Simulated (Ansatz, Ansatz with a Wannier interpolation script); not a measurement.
Rows from a G0W0 calculation on BiOCl (P4/nmm) (Ansatz 0.2.0; G0W0 on LDA, plane waves, PAW; 4×4×2 mesh, 462 empty bands, screening to 150 eV), in eV. Spin-orbit coupling is left out.

```
row                       k  band   start       Σx  Σc at the solution      Vxc
  A  (0.000, 0.250, -0.500)    v1   7.424  -22.846               2.783  -19.647
  B  (0.000, 0.000, -0.500)    v1   7.240  -21.103               2.743  -17.557
  C  (0.000, 0.250, -0.500)    c2  11.815  -11.115              -4.006  -15.872
  D  (0.000, 0.000, -0.500)    c1  10.090   -9.932              -3.683  -14.216
  E  (0.000, 0.250, -0.500)    c1  11.566  -11.597              -3.771  -16.099
  F  (0.000, 0.000, -0.500)    c2  10.431   -9.540              -4.000  -14.212
```

Q: Work out each quasiparticle level and how far it moved.

The quasiparticle equation reads E = start + Σx + Σc(E) − Vxc.

```
row  E (eV)  shift (eV)
  A   7.008      −0.416
  B   6.437      −0.803
  C  12.566      +0.751
  D  10.691      +0.601
  E  12.296      +0.731
  F  11.102      +0.671
```

The gap over the computed points goes from 2.57 eV to 3.68 eV.

Limits: not at the basis limit; no spin-orbit coupling; coarse k mesh.

[Paths, hosts, dates, memory and timing lines, banners, echoed tables and standing remarks are left out of the program output.]

[Logs are printed without paths, hosts, clocks, repeated set-up lines and the standing remarks that a program may print on its own settings, such as how far it seeks lower states.]

[Runs of the session that timed out or met a known fault of the program may be left out.]

[Hosts, paths, dates, database ids (printed as entryN), source tags and the programs' standing remarks are cut or masked in the printed files.]
